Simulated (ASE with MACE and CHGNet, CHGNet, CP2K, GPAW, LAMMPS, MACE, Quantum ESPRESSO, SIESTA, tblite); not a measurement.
**Glassy 72SiO2-17Al2O3-6BaO-6ZnO (mol %) (116 atoms) in machine-learned potentials**

Wanted: machine-learned potentials inputs and outputs for glassy 72SiO2-17Al2O3-6BaO-6ZnO (mol %) (116 atoms), checked against a plane-wave reference.

Program: ASE with MACE and CHGNet. Level of theory: the method is named at each step. Results are calculated unless marked as measured.

**1. The structure**

The cell holds 116 atoms: 26 Si, 12 Al, 2 Ba, 2 Zn and 74 O. Its edges and angles: a = 11.782 Å, b = 11.782 Å, c = 11.782 Å, α = 90.0°, β = 90.0°, γ = 90.0°. 116 atoms (26 Si, 12 Al, 2 Ba, 2 Zn, 74 O) placed at random at 2.68 g/cm³, melted at 4000 K for 10 ps at fixed volume with the Morse and Coulomb pair potential with partial charges (Pedone, Malavasi, Menziani, Cormack and Segre, J. Phys. Chem. B 110, 11780 (2006)). Quenched from 4000 K to 300 K at 50 K/ps and fixed volume, held 5 ps.

The yardstick, on the same geometry:

| Property | Result |
| --- | --- |
| method | Kohn-Sham DFT, PBE, SSSP efficiency 1.3.0 pseudopotentials, plane waves (Quantum ESPRESSO 7.5); sssp-pbe-1.3.0-efficiency, cutoffs 60/480 Ry, Γ point |
| r.m.s. force component | 1.456 eV/Å |
| longest force | 6.32 eV/Å |
| pressure | 4.521 GPa |
| gap (highest filled to lowest empty level) | 2.622 eV |
| time | 8.9 min on 4 MPI ranks of Arm Neoverse V2, shared host |
| CPU time | 36 min |

**2. MACE MP-0b3 medium potential**

Method: machine-learned interatomic potential MACE MP-0b3 medium, trained on PBE(+U) plane-wave data.

Contents of run.py:

```python
import numpy as np
from ase.io import read
import mlip  # loads the published weights by name

atoms = read("structure.xyz")
atoms.calc = mlip.calc("mace-mp-0b3-medium")
energy = atoms.get_potential_energy()
forces = atoms.get_forces()
print(f"energy {energy:.6f} eV")
print("forces (eV/A)")
for i, (a, f) in enumerate(zip(atoms, forces)):
    print(f"{i:4d} {a.symbol:2s} {f[0]:10.5f} {f[1]:10.5f} {f[2]:10.5f}")
stress = -atoms.get_stress(voigt=False) * 160.21766
print("stress (GPa, compression positive)")
for row in stress:
    print(" ".join(f"{x:10.4f}" for x in row))
```

Contents of structure.xyz:

```xyz
116
Lattice="11.78160 0.00000 0.00000 0.00000 11.78160 0.00000 0.00000 0.00000 11.78160" Properties=species:S:1:pos:R:3 pbc="T T T"
Si 10.46453 2.42913 11.56623
Si 10.99930 6.93547 11.67792
Si 5.89457 4.22394 11.15211
Si 9.66162 6.39847 5.02768
Si 10.85321 1.13634 6.27311
Si 8.12424 6.20183 11.19417
Si 1.20455 8.12942 7.71165
Si 1.67051 0.73600 4.68271
Si 6.56659 8.91584 10.38654
Si 4.96217 5.09531 8.19988
Si 2.82629 3.01856 8.81829
Si 1.20667 6.31965 2.28516
Si 5.88809 9.00208 1.50757
Si 5.15610 5.16388 4.31454
Si 4.16880 8.13790 8.29542
Si 4.35613 6.18157 1.41191
Si 11.20748 0.57871 9.23536
Si 3.54367 0.95938 11.04148
Si 1.45008 10.79807 0.54890
Si 8.53954 11.12937 5.73446
Si 7.21929 2.05518 9.27518
Si 9.35318 4.33351 9.17410
Si 7.68584 8.63980 3.94083
Si 4.23172 2.11279 4.36803
Si 9.31123 3.21296 4.70345
Si 8.76751 1.26959 2.25087
Al 4.74634 7.93420 5.16164
Al 2.91324 9.82703 5.83012
Al 11.67286 9.46416 10.06125
Al 7.48874 4.93131 6.14846
Al 0.33978 8.43327 4.53627
Al 3.45413 10.16670 3.05803
Al 2.45246 11.71327 8.51338
Al 6.74933 1.94444 6.28914
Al 5.52628 0.41059 1.81790
Al 8.58843 10.91907 8.97534
Al 11.34238 11.35275 2.81792
Al 0.39527 5.36617 9.03472
Ba 9.13875 10.26389 0.42272
Ba 1.50840 5.00294 5.54666
Zn 4.63347 0.79797 7.44845
Zn 0.80374 2.90087 2.35243
O 4.39442 6.55092 8.22839
O 1.49073 3.98583 8.90689
O 9.36779 1.70727 0.72928
O 0.61582 0.73317 5.86700
O 7.51678 0.54207 5.70606
O 1.05469 6.63610 7.82322
O 0.21148 8.94836 8.46390
O 5.08152 1.67852 5.62677
O 3.23393 2.43325 10.25741
O 11.11358 7.09794 5.10073
O 8.98971 2.37305 3.36636
O 1.48601 8.77364 6.19111
O 4.34576 6.23671 5.28381
O 6.30516 8.31321 4.72395
[... 56 atom lines left out ...]
O 10.61817 4.64867 8.44835
O 10.40150 10.86346 9.64006
O 9.78014 3.59409 10.61664
O 7.10266 7.46364 10.98080
```

On the command line:

```bash
OMP_NUM_THREADS=1 python run.py > output.txt
```

What it wrote:

```text
energy -866.055830 eV
forces (eV/A)
   0 Si   -0.91100    2.19931   -0.46660
   1 Si    2.51355   -1.83280   -1.80209
   2 Si    1.53802    1.28521   -0.40531
   3 Si   -0.63508   -0.18545   -0.56979
   4 Si    1.05818   -1.61860   -0.06339
   5 Si   -1.21241   -1.57950   -3.77217
   6 Si    4.81562    2.66414   -0.64907
   7 Si   -3.54077   -0.70070   -1.73531
   8 Si   -0.70735   -2.35130    0.80207
   9 Si    2.11919   -0.52382    2.63800
  10 Si   -1.60181    1.27277    0.47423
  11 Si    2.67958    1.47655   -1.37942
  12 Si   -1.11496    0.78149    0.35052
  13 Si   -0.20567    1.36334   -0.14359
  14 Si    2.09519   -0.16985    0.37709
  15 Si   -1.49008   -1.46776    0.40654
  16 Si    0.67071   -3.42055   -2.87627
  17 Si   -2.29121    0.41447   -1.77823
  18 Si    3.17448    1.32672   -1.33159
  19 Si   -1.69976   -1.05746    3.39366
  20 Si    2.18002    1.75331    0.94674
  21 Si   -3.36500   -1.11562    5.02649
  22 Si   -1.38880   -0.05685    1.81912
  23 Si    0.84552    0.20805   -0.56227
[...]
108 O    -0.14803    0.20993    0.27560
 109 O    -0.43881    0.30836    0.21779
 110 O     0.78852   -0.38012   -0.09851
 111 O    -1.93362   -0.41965    0.49720
 112 O     4.81330    1.27827   -3.56440
 113 O    -0.79784   -0.05068   -0.11585
 114 O     0.60108   -0.49937    1.36400
 115 O     0.37478    0.14380    0.14165
stress (GPa, compression positive)
    5.5370    -0.0195    -1.3701
   -0.0195     3.3872    -0.1604
   -1.3701    -0.1604     4.1260
```

Wall time 11 s (1 thread of Arm Neoverse V2, shared host); peak memory 1.2 GiB.

Banners, paths, timers and routine set-up lines are dropped from the logs unmarked, and long logs keep their key lines alone; longer cuts are marked.

Numbers from this run, and their distance from the reference:

```yaml
r_m_s_force_component: 1.413 eV/Å
r_m_s_difference_of_force_components: 85.16 meV/Å
longest_difference_of_force_vectors: 326.6 meV/Å
force_difference_over_r_m_s_force: 5.848 %
slope_of_forces_against_the_reference_s: 0.9689
correlation_of_force_components: 0.9987
pressure: 4.35 GPa
pressure_difference: -0.1712 GPa
```

Length of the force difference by element (eV/Å):

| element | atoms | mean | most |
| --- | --- | --- | --- |
| Al | 12 | 0.12 | 0.23 |
| Ba | 2 | 0.047 | 0.075 |
| O | 74 | 0.11 | 0.33 |
| Si | 26 | 0.18 | 0.29 |
| Zn | 2 | 0.21 | 0.29 |

The surroundings of Ba39, one of the 2 Ba atoms, nearest first, numbered as they follow in the input and with coordinates relative to it.

```csv
atom,x,y,z,distance (Å),bonds,Fx,Fy,Fz (eV/Å)
Ba39,0.00,0.00,0.00,0.00,9,0.24,0.24,0.39
O87,1.74,-1.83,-1.10,2.75,3,-1.57,0.22,1.03
O108,0.55,1.66,2.24,2.84,3,2.85,-4.53,1.07
O61,2.69,0.76,0.74,2.89,3,-3.79,0.76,1.09
O97,-1.39,-0.59,-2.48,2.90,3,0.92,0.07,0.94
O114,1.26,0.60,-2.56,2.92,4,-0.80,-0.05,-0.12
O95,-2.88,-0.65,-0.34,2.97,3,0.34,1.22,-1.52
O88,-1.90,-1.46,1.90,3.06,3,2.46,-0.05,1.02
O45,0.23,3.22,0.31,3.25,3,-1.83,-0.76,0.96
O66,-1.87,2.23,1.54,3.30,3,-0.75,-0.30,-0.12
Al36,-0.55,0.66,-3.23,3.34,4,1.07,0.66,-1.59
Si26,-0.37,2.79,1.83,3.35,4,-2.02,2.20,-3.44
Al29,2.53,-0.80,-2.14,3.41,4,1.59,1.77,-0.76
Si9,-2.57,-1.35,-1.82,3.43,4,-0.71,-2.35,0.80
Al37,2.20,1.09,2.40,3.43,4,0.72,-0.94,0.90
```

Atoms are counted from 1 here, from 0 in the log.

Forces lie 5.8 % from the reference's, at 0.0041 times its CPU time (on 1 against 4 cores).

**3. MACE MP-0b2 small potential**

Method: machine-learned interatomic potential MACE MP-0b2 small, trained on PBE(+U) plane-wave data.

Edit run.py of step 2 so:

```diff
@@ -5,3 +5,3 @@
 atoms = read("structure.xyz")
-atoms.calc = mlip.calc("mace-mp-0b3-medium")
+atoms.calc = mlip.calc("mace-mp-0b2-small")
 energy = atoms.get_potential_energy()
```

structure.xyz is that of step 2.

What it wrote:

```text
energy -866.723604 eV
forces (eV/A)
   0 Si   -1.16680    2.16085   -0.57508
   1 Si    2.43600   -1.77045   -1.80227
   2 Si    1.56806    1.39200   -0.35055
   3 Si   -0.77378   -0.18388   -0.58482
   4 Si    1.08008   -1.60716   -0.16856
   5 Si   -1.23879   -1.57151   -3.77987
   6 Si    4.85806    2.56385   -0.72481
   7 Si   -3.62494   -0.89205   -1.85494
   8 Si   -0.76441   -2.24083    0.78463
   9 Si    2.22008   -0.41358    2.63443
  10 Si   -1.55968    1.36335    0.45598
  11 Si    2.65920    1.69177   -1.28333
  12 Si   -1.07243    0.91650    0.45927
  13 Si   -0.17164    1.24627   -0.07031
  14 Si    2.17483   -0.19592    0.39476
  15 Si   -1.35141   -1.36730    0.30496
  16 Si    0.71474   -3.51335   -2.87600
  17 Si   -2.17132    0.34457   -1.62956
  18 Si    3.38231    1.18387   -1.42548
  19 Si   -1.68993   -1.14557    3.45277
  20 Si    2.16285    1.72123    0.83472
  21 Si   -3.50063   -0.97019    4.93934
  22 Si   -1.05553   -0.04549    1.74318
  23 Si    0.84723    0.18039   -0.53094
[...]
108 O    -0.19475    0.23290    0.39543
 109 O    -0.42231    0.28787    0.19724
 110 O     0.82214   -0.36037   -0.08328
 111 O    -1.97625   -0.41049    0.48303
 112 O     5.06101    1.33764   -3.63653
 113 O    -0.71916    0.02587   -0.15156
 114 O     0.62460   -0.70855    1.48437
 115 O     0.36143    0.12777    0.12077
stress (GPa, compression positive)
    5.6005     0.0040    -1.3416
    0.0040     3.6493    -0.2243
   -1.3416    -0.2243     4.2845
```

Wall time 5.9 s (1 thread); peak memory 0.69 GiB.

Compared with the plane-wave run:

- r.m.s. force component: 1.417 eV/Å
- r.m.s. difference of force components: 97.36 meV/Å
- longest difference of force vectors: 408.9 meV/Å
- force difference over r.m.s. force: 6.686 %
- slope of forces against the reference's: 0.9714
- correlation of force components: 0.9981
- pressure: 4.511 GPa
- pressure difference: -0.0099 GPa

Against the first run (5.8 %), the force difference from the reference is 6.7 %, at 0.67 times the CPU time.

**4. CHGNet r2SCAN potential**

Method: machine-learned interatomic potential CHGNet r2SCAN, trained on r2SCAN plane-wave data.

Edit run.py of step 3 so:

```diff
@@ -5,3 +5,3 @@
 atoms = read("structure.xyz")
-atoms.calc = mlip.calc("mace-mp-0b2-small")
+atoms.calc = mlip.calc("chgnet-r2scan")
 energy = atoms.get_potential_energy()
```

structure.xyz is that of step 3.

What it wrote:

```text
CHGNet vr2scan initialized with 412,525 parameters
CHGNet will run on cpu
energy -1164.364014 eV
forces (eV/A)
   0 Si   -1.15813    2.13712   -0.36648
   1 Si    1.98058   -1.48239   -1.39583
   2 Si    1.45494    1.01851   -0.61749
   3 Si   -0.41530   -0.15416   -0.24152
   4 Si    0.96890   -1.19369   -0.18434
   5 Si   -1.33482   -1.30199   -3.29812
   6 Si    4.36702    2.45781   -0.88710
   7 Si   -3.20217   -0.80625   -1.69872
   8 Si   -0.62159   -2.10988    0.92269
   9 Si    1.97352   -0.36567    2.36353
  10 Si   -1.23628    0.93384    0.35525
  11 Si    2.46031    1.39385   -1.03260
  12 Si   -0.87247    0.90277    0.26534
  13 Si   -0.21617    1.03275   -0.30178
  14 Si    1.64541   -0.14342    0.18986
  15 Si   -1.60561   -1.10941    0.70444
  16 Si    0.42107   -3.30475   -2.80174
  17 Si   -2.29151    0.42302   -1.66158
  18 Si    3.08405    1.24621   -1.40969
  19 Si   -1.57831   -0.74349    2.76871
  20 Si    1.92005    1.58997    0.52034
  21 Si   -3.38878   -0.96103    4.44073
  22 Si   -0.87074   -0.09798    1.41970
  23 Si    0.52085    0.22668   -0.55255
[...]
108 O     0.17144    0.56368    0.33392
 109 O    -0.29548    0.11817    0.03475
 110 O     0.64327   -0.24508   -0.01607
 111 O    -1.42708   -0.34590    0.33763
 112 O     4.30031    1.22796   -3.02540
 113 O    -0.42341    0.05633   -0.23886
 114 O     0.69449   -0.75562    1.28049
 115 O     0.45299    0.09559   -0.05562
stress (GPa, compression positive)
    1.1424    -0.0499    -1.1112
   -0.0499    -0.2529    -0.1526
   -1.1112    -0.1526    -0.1014
```

The job ended after 4.1 s (1 thread; peak memory 1.4 GiB).

Numbers from this run, and their distance from the reference:

```yaml
r_m_s_force_component: 1.232 eV/Å
r_m_s_difference_of_force_components: 300.8 meV/Å
longest_difference_of_force_vectors: 1164 meV/Å
force_difference_over_r_m_s_force: 20.66 %
slope_of_forces_against_the_reference_s: 0.8368
correlation_of_force_components: 0.9888
pressure: 0.2627 GPa
pressure_difference: -4.259 GPa
```

Against the first run (5.8 %), the force difference from the reference is 21 %, at 0.43 times the CPU time; this potential was trained at another functional than the reference's.

**5. All runs compared**

Differences are against the plane-wave reference, forces as r.m.s. over components; share is that over the reference's r.m.s. force, slope the least-squares factor from reference forces to these. Total energies of different programs have different zeros and aren't compared.

| run | Δ force, r.m.s. (meV/Å) | share (%) | slope | Δ pressure (GPa) | cores | CPU time | memory (GiB) |
| --- | --- | --- | --- | --- | --- | --- | --- |
| reference | - | - | - | - | 4 | 36 min | 5.9 |
| MACE MP-0b3 medium potential | 85.2 | 5.85 | 0.969 | -0.171 | 1 | 8.8 s | 1.2 |
| MACE MP-0b2 small potential | 97.4 | 6.69 | 0.971 | -0.0099 | 1 | 5.9 s | 0.69 |
| CHGNet r2SCAN potential | 301 | 20.7 | 0.837 | -4.26 | 1 | 3.8 s | 1.4 |

Times of the machine-learned potentials are mostly Python's start and the loading of weights.

CPU time is summed over cores on a shared host, where runs went side by side, so it is rough. Symmetry, cutoffs, thresholds, outputs and thread counts weren't matched or tuned between programs; memory under MPI is the largest rank's times the ranks.

**6. What came out**

```json
{
 "nearest in forces": "MACE MP-0b3 medium potential, 5.8 %",
 "its CPU time": "8.8 s"
}
```

**Reading.** Machine-learned potentials differ by 5.8 % (MACE MP-0b3 medium potential) to 21 % (CHGNet r2SCAN potential); they were trained on other programs' data, some at another functional. The reference's pressure holds the uncorrected Pulay stress of its 60 Ry basis, so small pressure differences, and their order, may be the reference's own error. Machine-learned potentials mimic data converged in k, so the reference's own k-point error enters their differences. The quench rate of 50 K/ps is many orders above laboratory rates, so the cell is likely richer in defects and strain than a real sample. The network of bonds at the start is that of the classical potential that made the cell, and needn't be the one that DFT or experiment would give. The electronic-structure runs sample only Γ, in a cell whose shortest periodic width is 12 Å. Spin–orbit coupling is left out, which matters for the levels of the heavy elements.

[Also dropped from logs without a mark: logging warnings of Python, and SIESTA's first energy breakdown and zero terms.]

[Logs are printed without paths, hosts, clocks, repeated set-up lines and the standing remarks that a program may print on its own settings, such as how far it seeks lower states.]

[Hosts, paths, dates, database ids (printed as entryN), source tags and the programs' standing remarks are cut or masked in the printed files.]
